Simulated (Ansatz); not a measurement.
# La on Ti(0001): change of the work function, part 3 of 5

Wanted: Δφ(θ) for La/Ti(0001), starting from the top site.

Ansatz 0.2.0; plane-wave DFT, PBE, Ansatz PAW.

So far, work function, upper face (eV): step 2 (the clean slab) 4.37; step 3 (37 atoms, coverage 0.111 ML, cell 3x3) 2.96.

## Step 4: Adsorbate added, k-mesh 6×6×1, coverage 0.25 ML

System of this step: La/Ti(0001). The cell holds 17 atoms: 16 Ti and 1 La. Its edges and angles: a = 5.900 Å, b = 5.900 Å, c = 28.775 Å, α = 90.0°, β = 90.0°, γ = 60.0°. Vacuum lies along c.

Another coverage, to see how the dipoles act on each other as their distance changes.

The input, input.yaml:

```yaml
crystal:
  lattice:
    - [5.9, 0.0, 0.0]
    - [2.95, 5.1095498824, 0.0]
    - [0.0, 0.0, 28.7747788335]
  atoms:
    - { symbol: Ti, position: [0.3333333333, 0.3333333333, 0.312773907] }
    - { symbol: Ti, position: [0.0, 0.0, 0.3941750539] }
    - { symbol: Ti, position: [0.3333333333, 0.3333333333, 0.4779395189] }
    - { symbol: Ti, position: [0.0, 0.0, 0.5533067318] }
    - { symbol: Ti, position: [0.3333333333, 0.8333333333, 0.312773907] }
    - { symbol: Ti, position: [0.0, 0.5, 0.3941750539] }
    - { symbol: Ti, position: [0.3333333333, 0.8333333333, 0.4779395189] }
    - { symbol: Ti, position: [0.0, 0.5, 0.5533067318] }
    - { symbol: Ti, position: [0.8333333333, 0.3333333333, 0.312773907] }
    - { symbol: Ti, position: [0.5, 0.0, 0.3941750539] }
    - { symbol: Ti, position: [0.8333333333, 0.3333333333, 0.4779395189] }
    - { symbol: Ti, position: [0.5, 0.0, 0.5533067318] }
    - { symbol: Ti, position: [0.8333333333, 0.8333333333, 0.312773907] }
    - { symbol: Ti, position: [0.5, 0.5, 0.3941750539] }
    - { symbol: Ti, position: [0.8333333333, 0.8333333333, 0.4779395189] }
    - { symbol: Ti, position: [0.5, 0.5, 0.5533067318] }
    - { symbol: La, position: [0.0, 0.0, 0.687226093] }
kpoints:
  mp_grid: { grid: [6, 6, 1] }
hamiltonian:
  xc: pbe
scf:
  occupations: { method: fermi_dirac, width: 0.1 }
  convergence: { dr2_threshold: 1.0e-08 }
efield:
  axis: 3
  dipole_correction: true
  ramp_position: 0.97
  ramp_width: 0.06
relax:
  f_tol: 0.02
  max_steps: 60
  constraints: [{ sites: [0, 1, 4, 5, 8, 9, 12, 13] }]
output:
  bader: true
  dos: { projected: true, e_range: [-8, 4] }
  write_potential: true
  write_density: true
  volumetric_format: npy
  elf: true
```

Started as:

```
> ansatz run input.yaml --threads 4 --pin off --max-ram 12288MiB --backend cpu --events-out ev --progress --plain --runs-dir out
```

Numbers of over 12 decimals in the logs are rounded to 6 here.

What it wrote:

```text
La: projections on atomic orbitals take those of the free atom [Kr 4d10] 4f0 5s2 5p6 5d1 6s2, of charge +0.00 (hamiltonian.pseudopotentials.projection_atoms); the dataset's partial waves leave at most 1.9e-5 of an orbital's norm unspanned inside its sphere
[...]
Crystal: 17 atoms, lattice volume = 867.454 Å³
Basis set: ecut = 420 eV, 16801 PW (Γ), exchange–correlation on 80×80×400 points (8 copies of the dense FFT grid, shifted against one another)
Bands: 122, of which v1, the nominal top of the filled ones, is band 102 counted from 1 (101 counted from 0)
Symmetry: 6 space group operations
[...]
k-points: 7 of 36 (time reversal used)
[...]
SCF iter   1: F=—  HF=-46236.470419 eV  |F-HF|=—  |Δ(HF+E_count)|=         —  Δρ=3.06e-2  dr2=1.03e2  ethr=1.77e-3  p=0.306 e·Å  D=6.39e-2 V/Å  ΔV_dip=-1.84 eV  dr2_dipole=6.56e1  V_vac-E_F(+/−)=2.36/4.20 eV  ⟨swp⟩=11.1  Hψ=9774  notcnv=0  defer=1
[...]
SCF iter  16: F=-46236.046554 eV  HF=-46236.046554 eV  |F-HF|=1.42e-9  |Δ(HF+E_count)|=  3.13e-10  Δρ=1.58e-7  dr2=1.16e-9  ethr=4.93e-12  p=0.276 e·Å  D=5.76e-2 V/Å  ΔV_dip=-1.66 eV  dr2_dipole=3.77e-10  V_vac-E_F(+/−)=2.76/4.42 eV  ⟨swp⟩=7.6  Hψ=5642  notcnv=0
SCF 1 converged in 16 iterations: F = -46236.046554 eV  dr2 = 1.16e-9
[...]
relax step   1: F+E_penalty+E_count = -46236.04655433 eV  Δ(F+E_penalty+E_count) = +0.000e0 eV  max|allowed force component| = 1.648e0 eV/Å  Δτ_max = 0.0000 Å  (16 SCF iters, accepted)
Bands: 142, of which v1, the nominal top of the filled ones, is band 102 counted from 1 (101 counted from 0)
[...]
SCF iter  12: F=-46236.462283 eV  HF=-46236.462283 eV  |F-HF|=1.08e-9  |Δ(HF+E_count)|=   7.32e-9  Δρ=4.94e-7  dr2=3.50e-9  ethr=4.93e-12  p=0.290 e·Å  D=6.05e-2 V/Å  ΔV_dip=-1.74 eV  dr2_dipole=5.94e-11  V_vac-E_F(+/−)=2.67/4.41 eV  ⟨swp⟩=9.3  Hψ=7184  notcnv=0
SCF 2 converged in 12 iterations: F = -46236.462283 eV  dr2 = 3.50e-9
relax step   2: F+E_penalty+E_count = -46236.46228276 eV  Δ(F+E_penalty+E_count) = -4.157e-1 eV  max|allowed force component| = 1.898e0 eV/Å  Δτ_max = 0.1948 Å  (12 SCF iters, accepted)
[...]
SCF iter  11: F=-46236.881115 eV  HF=-46236.881115 eV  |F-HF|=2.26e-9  |Δ(HF+E_count)|=   1.11e-8  Δρ=5.67e-7  dr2=6.37e-9  ethr=2.08e-12  p=0.308 e·Å  D=6.43e-2 V/Å  ΔV_dip=-1.85 eV  dr2_dipole=2.68e-10  V_vac-E_F(+/−)=2.56/4.41 eV  ⟨swp⟩=9.0  Hψ=7346  notcnv=0
SCF 3 converged in 11 iterations: F = -46236.881115 eV  dr2 = 6.37e-9
relax step   3: F+E_penalty+E_count = -46236.88111456 eV  Δ(F+E_penalty+E_count) = -4.188e-1 eV  max|allowed force component| = 2.114e0 eV/Å  Δτ_max = 0.1957 Å  (11 SCF iters, accepted)
[... from here on, the SCF cycles and remarks between the steps are left out ...]
relax step   4: F+E_penalty+E_count = -46237.35483838 eV  Δ(F+E_penalty+E_count) = -4.737e-1 eV  max|allowed force component| = 2.114e0 eV/Å  Δτ_max = 0.1967 Å  (11 SCF iters, accepted)
relax step   5: F+E_penalty+E_count = -46237.77637290 eV  Δ(F+E_penalty+E_count) = -4.215e-1 eV  max|allowed force component| = 1.917e0 eV/Å  Δτ_max = 0.1911 Å  (10 SCF iters, accepted)
relax step   6: F+E_penalty+E_count = -46238.13561188 eV  Δ(F+E_penalty+E_count) = -3.592e-1 eV  max|allowed force component| = 1.473e0 eV/Å  Δτ_max = 0.1939 Å  (10 SCF iters, accepted)
relax step   7: F+E_penalty+E_count = -46238.39381774 eV  Δ(F+E_penalty+E_count) = -2.582e-1 eV  max|allowed force component| = 9.548e-1 eV/Å  Δτ_max = 0.2000 Å  (10 SCF iters, accepted)
relax step   8: F+E_penalty+E_count = -46238.52013482 eV  Δ(F+E_penalty+E_count) = -1.263e-1 eV  max|allowed force component| = 1.891e-1 eV/Å  Δτ_max = 0.1949 Å  (9 SCF iters, accepted)
relax step   9: F+E_penalty+E_count = -46238.53894435 eV  Δ(F+E_penalty+E_count) = -1.881e-2 eV  max|allowed force component| = 7.889e-2 eV/Å  Δτ_max = 0.1500 Å  (10 SCF iters, accepted)
relax step  10: F+E_penalty+E_count = -46238.54275659 eV  Δ(F+E_penalty+E_count) = -3.812e-3 eV  max|allowed force component| = 3.748e-2 eV/Å  Δτ_max = 0.0424 Å  (9 SCF iters, accepted)
SCF iter   1: F=—  HF=-46238.544105 eV  |F-HF|=—  |Δ(HF+E_count)|=         —  Δρ=4.99e-4  dr2=7.30e-3  ethr=6.19e-5  p=0.320 e·Å  D=6.68e-2 V/Å  ΔV_dip=-1.92 eV  dr2_dipole=6.18e-5  V_vac-E_F(+/−)=2.49/4.42 eV  ⟨swp⟩=1.9  Hψ=1342  notcnv=0
[...]
SCF iter   7: F=-46238.543357 eV  HF=-46238.543357 eV  |F-HF|=1.09e-8  |Δ(HF+E_count)|=   7.70e-8  Δρ=5.37e-7  dr2=2.87e-9  ethr=4.93e-12  p=0.320 e·Å  D=6.68e-2 V/Å  ΔV_dip=-1.92 eV  dr2_dipole=2.12e-12  V_vac-E_F(+/−)=2.49/4.42 eV  ⟨swp⟩=10.3  Hψ=6104  notcnv=0
SCF 11 converged in 7 iterations: F = -46238.543357 eV  dr2 = 2.87e-9
relax step  11: F+E_penalty+E_count = -46238.54335669 eV  Δ(F+E_penalty+E_count) = -6.001e-4 eV  max|allowed force component| = 9.087e-3 eV/Å  Δτ_max = 0.0051 Å  (7 SCF iters, accepted)
[...]
SCF converged after 7 iterations
Free energy (F): -46238.543357 eV
[...]
Internal energy: -46237.600636 eV  (E = F + TS)
E sigma→0 (E₀):  -46238.071996 eV
Entropy (-TS):   -0.942721 eV (-55.454 meV/atom)
Fermi energy:    2.693232 eV
Dipole field:    D = 0.066814 V/Å  (p = 0.320298 e·Å, saw-weighted, corrected)
Work function:   Φ+ = 2.4930 eV   Φ− = 4.4156 eV
[...]
--- Forces (eV/Å), atoms counted from 1 ---
  atom   1  Ti     0.00000000     0.00000000     0.60761692
  atom   2  Ti    -0.00000000    -0.00000000    -0.84234592
  atom   3  Ti    -0.00000000     0.00000000    -0.00018746
  atom   4  Ti     0.00000000    -0.00000000     0.00908729
  atom   5  Ti    -0.03289078     0.01898950     0.58581792
  atom   6  Ti     0.05273679    -0.03044760    -0.50739181
  atom   7  Ti     0.00070254    -0.00040561     0.00021283
  atom   8  Ti     0.00199525    -0.00115196    -0.00283918
  atom   9  Ti     0.00000000    -0.03797900     0.58581792
  atom  10  Ti    -0.00000000     0.06089519    -0.50739181
  atom  11  Ti    -0.00000000     0.00081122     0.00021283
  atom  12  Ti     0.00000000     0.00230391    -0.00283918
  atom  13  Ti     0.03289078     0.01898950     0.58581792
  atom  14  Ti    -0.05273679    -0.03044760    -0.50739181
  atom  15  Ti    -0.00070254    -0.00040561     0.00021283
  atom  16  Ti    -0.00199525    -0.00115196    -0.00283918
  atom  17  La    -0.00000000     0.00000000    -0.00156685
  max |Σ_I F_I| component: 3.21e-6 eV/Å
--- Band table (eV; the first three rows and the last of 7) ---
  k-point 0: bands = [... 98 lower, 2.9487, 2.9849, 2.9849, 3.0564, 3.1262, 3.2312, 3.2312, 3.3858, ... 36 higher]
  k-point 1: bands = [... 98 lower, 2.8297, 2.8798, 2.9006, 2.9096, 3.0236, 3.1109, 3.1417, 3.2559, ... 36 higher]
  k-point 2: bands = [... 98 lower, 2.5288, 2.6837, 2.6901, 2.7468, 2.7703, 2.8688, 2.8983, 2.9612, ... 36 higher]
  k-point 6: bands = [... 98 lower, 2.3178, 2.3446, 2.3548, 2.4307, 2.4717, 2.4911, 2.6253, 2.7752, ... 36 higher]
--- Relaxed structure (11 steps of the walk, 11 accepted, 0 SCFs on fresh bases) ---
  F+E_penalty+E_count = -46238.54335669 eV   max|allowed force component| = 9.087e-3 eV/Å
  atoms:
    - { symbol: Ti, position: [0.333333, 0.333333, 0.312773907] }
    - { symbol: Ti, position: [0, 0, 0.394175] }
    - { symbol: Ti, position: [0.333333, 0.333333, 0.480901] }
    - { symbol: Ti, position: [-5.119261406500523e-18, 0, 0.545119] }
    - { symbol: Ti, position: [0.333333, 0.833333, 0.312773907] }
    - { symbol: Ti, position: [0.0, 0.5, 0.394175] }
    - { symbol: Ti, position: [0.344840, 0.827580, 0.476137] }
    - { symbol: Ti, position: [-0.0001748, 0.500087, 0.558415] }
    - { symbol: Ti, position: [0.833333, 0.333333, 0.312773907] }
    - { symbol: Ti, position: [0.5, 0, 0.394175] }
    - { symbol: Ti, position: [0.827580, 0.344840, 0.476137] }
    - { symbol: Ti, position: [0.500087, -0.0001748, 0.558415] }
    - { symbol: Ti, position: [0.833333, 0.833333, 0.312773907] }
    - { symbol: Ti, position: [0.500000, 0.5, 0.394175] }
    - { symbol: Ti, position: [0.827580, 0.827580, 0.476137] }
    - { symbol: Ti, position: [0.500087, 0.500087, 0.558415] }
    - { symbol: La, position: [-3.2060310470144475e-17, 0, 0.635948] }
--- Bader charges: 17 sites ---
  site symbol  charge [e]  shift [e] shared [e]
     0     Ti     -0.0558     0.0000    -0.0669
     1     Ti      0.0649     0.0000     0.0649
     2     Ti      0.1647     0.0000     0.1640
     3     Ti     -0.6014     0.0005    -0.6014
     4     Ti     -0.0604     0.0000    -0.0604
     5     Ti      0.0689     0.0000     0.0669
     6     Ti     -0.0649     0.0003    -0.0649
     7     Ti      0.0325     0.0000     0.0325
     8     Ti     -0.0605     0.0000    -0.0605
     9     Ti      0.0690     0.0000     0.0669
    10     Ti     -0.0649     0.0003    -0.0649
    11     Ti      0.0325     0.0000     0.0325
    12     Ti     -0.0604     0.0000    -0.0604
    13     Ti      0.0693     0.0000     0.0672
    14     Ti     -0.0659     0.0003    -0.0659
    15     Ti      0.0326     0.0000     0.0326
    16     La      0.5176     0.0003     0.5176
  maxima off the nuclei: 1, with 0.0179 electrons
  on the straight line to a nucleus their density falls by 2.3e-5 of itself; PAW files or a low cutoff
  can make one that falls by little (a run on other files and one at a higher cutoff tell): if they did, read the shared
  charge, to which what the maxima have on the atom's side is counted
  estimated error of the sums over rays = 6.3e-4 e
```

Elapsed: 5.6 min, on 4 threads of Arm Neoverse V2, shared host; peak memory 3 GiB; 22 min of CPU time.

The steps of the relaxation:

| step | energy less that of the first step (eV) | largest force component (eV/Å) |
| --- | --- | --- |
| 1 | 0.0000 | 1.6482 |
| 2 | -0.4157 | 1.8979 |
| 3 | -0.8346 | 2.1137 |
| 4 | -1.3083 | 2.1143 |
| 5 | -1.7298 | 1.9175 |
| 6 | -2.0891 | 1.4731 |
| 7 | -2.3473 | 0.9548 |
| 8 | -2.4736 | 0.1891 |
| 9 | -2.4924 | 0.0789 |
| 10 | -2.4962 | 0.0375 |
| 11 | -2.4968 | 0.0091 |

Forces are held to the 6 operations that the run works with; a distortion that breaks them can't arise in this run.

The atoms that moved most (Å):

| atom | dx | dy | dz | length |
| --- | --- | --- | --- | --- |
| La17 | 0.000 | 0.000 | -1.476 | 1.476 |
| Ti4 | 0.000 | 0.000 | -0.236 | 0.236 |
| Ti16 | 0.001 | 0.000 | 0.147 | 0.147 |
| Ti8 | -0.001 | 0.000 | 0.147 | 0.147 |
| Ti12 | 0.000 | -0.001 | 0.147 | 0.147 |
| Ti3 | 0.000 | 0.000 | 0.085 | 0.085 |
| Ti15 | -0.051 | -0.029 | -0.052 | 0.078 |
| Ti11 | 0.000 | 0.059 | -0.052 | 0.078 |

Final coordinates:

```cif
data_structure
_symmetry_space_group_name_H-M 'P 1'
_symmetry_Int_Tables_number 1
_cell_length_a 5.9000
_cell_length_b 5.9000
_cell_length_c 28.7748
_cell_angle_alpha 90.000
_cell_angle_beta 90.000
_cell_angle_gamma 60.000
_cell_volume 867.45
loop_
_atom_site_label
_atom_site_type_symbol
_atom_site_fract_x
_atom_site_fract_y
_atom_site_fract_z
_atom_site_occupancy
Ti1 Ti 0.33333 0.33333 0.31277 1
Ti2 Ti 0.00000 0.00000 0.39418 1
Ti3 Ti 0.33333 0.33333 0.48090 1
Ti4 Ti 0.00000 0.00000 0.54512 1
Ti5 Ti 0.33333 0.83333 0.31277 1
Ti6 Ti 0.00000 0.50000 0.39418 1
Ti7 Ti 0.34484 0.82758 0.47614 1
Ti8 Ti 0.99983 0.50009 0.55842 1
Ti9 Ti 0.83333 0.33333 0.31277 1
Ti10 Ti 0.50000 0.00000 0.39418 1
Ti11 Ti 0.82758 0.34484 0.47614 1
Ti12 Ti 0.50009 0.99983 0.55842 1
Ti13 Ti 0.83333 0.83333 0.31277 1
Ti14 Ti 0.50000 0.50000 0.39418 1
Ti15 Ti 0.82758 0.82758 0.47614 1
Ti16 Ti 0.50009 0.50009 0.55842 1
La17 La 0.00000 0.00000 0.63595 1
```

This step gave:

* energy at zero smearing: -46238.0720 eV
* work function, upper face: 2.493 eV
* work function, lower face: 4.416 eV
* dipole along the normal: 0.3203 e·Å
* step between the vacuum levels: -1.923 eV

Running mean over 2.342 Å of the planar mean; the ramp of the sawtooth is left out. Electron's electrostatic potential energy less the Fermi level against z:

| z (Å) | electron's electrostatic potential energy less the Fermi level (eV) |
| --- | --- |
| 4 | 4.41 |
| 5 | 4.40 |
| 6 | 4.23 |
| 7 | 2.88 |
| 8 | -3.13 |
| 9 | -6.74 |
| 10 | -6.59 |
| 11 | -6.58 |
| 12 | -6.45 |
| 13 | -6.39 |
| 14 | -6.86 |
| 15 | -7.12 |
| 16 | -6.55 |
| 17 | -4.64 |
| 18 | -1.86 |
| 19 | -0.945 |
| 20 | 1.31 |
| 21 | 2.30 |
| 22 | 2.46 |
| 23 | 2.49 |
| 24 | 2.49 |
| 25 | 2.49 |

The density of states has structure finer than the step of the table below, so its rows give means over 0.25 eV, whole bins alone (the curve runs from -8 to 1.56 eV). Peaks (eV: height): -0.720: 79.7, 1.080: 68.6, 1.140: 81.2, 1.230: 85.7, 1.290: 102, 1.350: 72.2, 1.440: 128.

The density of states by energy, zero at the Fermi level; means over each step:

energy (eV), density of states (states/eV a cell) and a bar:
```
    -6.00          0 
    -5.75          0 
    -5.50          1 #
    -5.25          1 #
    -5.00          1 #
    -4.75          2 #
    -4.50          3 ##
    -4.25          2 #
    -4.00          3 #
    -3.75          4 ##
    -3.50          4 ##
    -3.25          4 ##
    -3.00          6 ###
    -2.75         10 #####
    -2.50          7 ###
    -2.25         17 #########
    -2.00         18 #########
    -1.75         20 ##########
    -1.50         17 #########
    -1.25         23 ############
    -1.00         25 #############
    -0.75         33 #################
    -0.50         24 ############
    -0.25         25 #############
     0.00         30 ###############
     0.25         33 #################
     0.50         33 #################
     0.75         45 #######################
     1.00         38 ####################
     1.25         59 ##############################
```

Projected DOS per atom over height of the atomic layer and energy from the Fermi level. Layers: Ti4 Ti4 Ti4 Ti4 La from below.

Ten even steps from '_' (0.0 states/eV) to '@' (28.7 states/eV), each cell a mean:
```
________@@
________::
__________
__________
__________
__________
__________
__________
__________
__________
__________
__________
__________
__________
__________
__________
__________
__________
__________
__________
__________
__________
```
Columns: height of the atomic layer (Å) from 9 to 18.3; rows upwards: energy from the Fermi level (eV) from -7.96 to 1.54.

ELF in the ca plane at fractional y = 0.000, with atoms of Ti and La within 0.2 Å of it. It is the smooth field of the valence electrons, not physical close to the nuclei.

Values, 9 rows by 16 columns, each cell a mean:
```
0.46 0.31 0.49 0.28 0.45 0.37 0.46 0.32 0.58 0.58 0.49 0.07 0.05 0.01 0.00 0.00
0.18 0.29 0.21 0.29 0.15 0.20 0.22 0.34 0.40 0.60 0.27 0.09 0.05 0.01 0.00 0.00
0.18 0.33 0.20 0.31 0.16 0.22 0.28 0.28 0.27 0.09 0.10 0.09 0.04 0.01 0.00 0.00
0.37 0.28 0.49 0.27 0.33 0.41 0.34 0.41 0.15 0.20 0.14 0.07 0.02 0.00 0.00 0.00
0.62 0.38 0.37 0.37 0.63 0.59 0.39 0.41 0.13 0.27 0.18 0.07 0.02 0.00 0.00 0.00
0.26 0.24 0.38 0.24 0.21 0.31 0.27 0.31 0.19 0.15 0.12 0.08 0.02 0.00 0.00 0.00
0.19 0.37 0.24 0.34 0.18 0.21 0.31 0.37 0.29 0.16 0.12 0.09 0.04 0.01 0.00 0.00
0.21 0.25 0.29 0.25 0.18 0.22 0.27 0.29 0.49 0.75 0.35 0.08 0.05 0.01 0.00 0.00
0.58 0.36 0.41 0.31 0.57 0.43 0.40 0.33 0.55 0.40 0.52 0.07 0.05 0.02 0.00 0.00
```
Columns run along c (16.0 Å, from fractional 0.32 to 0.88 of the cell), rows up along a (5.9 Å). Atoms in or near the plane, at fractional coordinates: Ti at (0.39, 0.00), Ti at (0.55, 0.00), Ti at (0.39, 0.50), Ti at (0.56, 0.50), La at (0.64, 0.00).

Valence density in the ca plane at fractional y = 0.000, with atoms of Ti and La within 0.2 Å of it. It is the smooth field of the valence electrons, not physical close to the nuclei.

Values in units of 1e0 e/Å³, 9 rows by 16 columns, each cell a mean:
```
0.2 0.8 4.9 0.4 0.2 0.3 4.5 1.5 1.0 1.5 0.4 0.0 0.0 0.0 0.0 0.0
0.3 0.2 0.4 0.2 0.3 0.2 0.4 0.2 0.3 0.6 0.1 0.0 0.0 0.0 0.0 0.0
0.4 0.2 0.2 0.2 0.4 0.3 0.2 0.2 0.1 0.1 0.0 0.0 0.0 0.0 0.0 0.0
0.2 0.6 3.5 0.4 0.2 0.2 1.7 2.5 0.1 0.0 0.0 0.0 0.0 0.0 0.0 0.0
0.2 1.3 7.6 0.7 0.2 0.2 3.8 5.5 0.1 0.0 0.0 0.0 0.0 0.0 0.0 0.0
0.2 0.4 1.7 0.3 0.2 0.2 0.9 1.2 0.1 0.0 0.0 0.0 0.0 0.0 0.0 0.0
0.4 0.2 0.2 0.2 0.4 0.3 0.2 0.2 0.1 0.1 0.0 0.0 0.0 0.0 0.0 0.0
0.3 0.3 0.9 0.2 0.3 0.2 0.9 0.4 0.5 0.9 0.2 0.0 0.0 0.0 0.0 0.0
0.2 1.2 6.9 0.6 0.2 0.4 6.3 2.1 1.1 1.5 0.5 0.0 0.0 0.0 0.0 0.0
```
Columns run along c (16.0 Å, from fractional 0.32 to 0.88 of the cell), rows up along a (5.9 Å). Atoms in or near the plane, at fractional coordinates: Ti at (0.39, 0.00), Ti at (0.55, 0.00), Ti at (0.39, 0.50), Ti at (0.56, 0.50), La at (0.64, 0.00).

Electrostatic potential energy in the ca plane at fractional y = 0.000, with atoms of Ti and La within 0.2 Å of it. With pseudopotentials it is smooth inside the atoms' cores, unlike the true potential.

Ten even steps from '0' (-36 eV) to '9' (6 eV), each cell a mean:
```
99984000279999973000376102005899999999999999
88987322589988886323687400036899999999999999
67898767899877888767898754568899999999999999
46899988998755789999999987889999999999999999
56899888998765789988899999999999999999999999
78898545789877899754579999999999999999999999
89985101479999998510148999999999999999999999
99983000279999997300027999999999999999999999
99984000379999998300037999999999999999999999
88987322589888898632368999999999999999999999
67898767898866789876789999999999999999999999
46899988998755789999999988899999999999999999
56899888998766788888999876678999999999999999
78898545789888887545788621257899999999999999
89985101479999984101576200016899999999999999
99983000279999973000365006104789999999999999
```
Columns run along c (16.0 Å, from fractional 0.32 to 0.88 of the cell; values clipped at the 3rd and 97th percentile), rows up along a (5.9 Å). Atoms in or near the plane, at fractional coordinates: Ti at (0.39, 0.00), Ti at (0.55, 0.00), Ti at (0.39, 0.50), Ti at (0.56, 0.50), La at (0.64, 0.00).

The relaxation took 11 steps and lowered the energy by 2.5 eV; the largest force on the free atoms ends at 0.0091 eV/Å.

By hand: a sheet of dipoles makes a step −p/(ε₀A) in the electron's potential. With e/ε₀ = 180.95 V·Å, p = 0.3203 e·Å and A = 30.15 Å², that is −180.95 × (0.3203) / 30.15 = -1.923 eV, and the two vacuum levels of the run differ by -1.923 eV.

The covered face has 2.49 eV, -1.88 eV against the clean one; the bare back face has moved by -0.01 eV, a measure of how thin the slab is.

## Step 5: Work function against coverage

This step: plane-wave DFT, PBE, Ansatz PAW; work function against coverage (Ansatz 0.2.0).

The runs are now put side by side.

This step gave:

```yaml
work_function_of_the_clean_face: 4.373 eV
largest_change_of_the_work_function: -1.880 eV
```

Table of work function of the covered face by coverage:

| coverage (adsorbates/nm²) | work function of the covered face (eV) |
| --- | --- |
| 0.00 | 4.37 |
| 1.47 | 2.96 |
| 3.32 | 2.49 |

The dipole per adsorbate comes from the change of the cell's dipole. Coverage, by row:

| coverage (1/nm²) | coverage (ML) | work function (eV) | change (eV) | dipole per adsorbate, positive end outwards (debye) | mean height of the added atoms over the highest substrate atom (Å) |
| --- | --- | --- | --- | --- | --- |
| 1.474 | 0.1111 | 2.959 | -1.414 | 2.531 | 2.281 |
| 3.317 | 0.25 | 2.493 | -1.88 | 1.498 | 2.231 |

(Continued in part 4 of 5.)

[Logs are printed without paths, hosts, clocks, repeated set-up lines and the standing remarks that a program may print on its own settings, such as how far it seeks lower states.]

[Hosts, paths, dates, database ids (printed as entryN), source tags and the programs' standing remarks are cut or masked in the printed files.]

[Maps of the electrostatic potential energy from Ansatz leave out the sawtooth potential of an applied field or a dipole correction, so their vacuum need not be flat; planar profiles and work functions include it.]

[The density of states shown here was stored with 400 of the rows of the run's finer table, so its peaks can read low, often by over a quarter, or be missed, and its means over a window can be off by a tenth or more.]
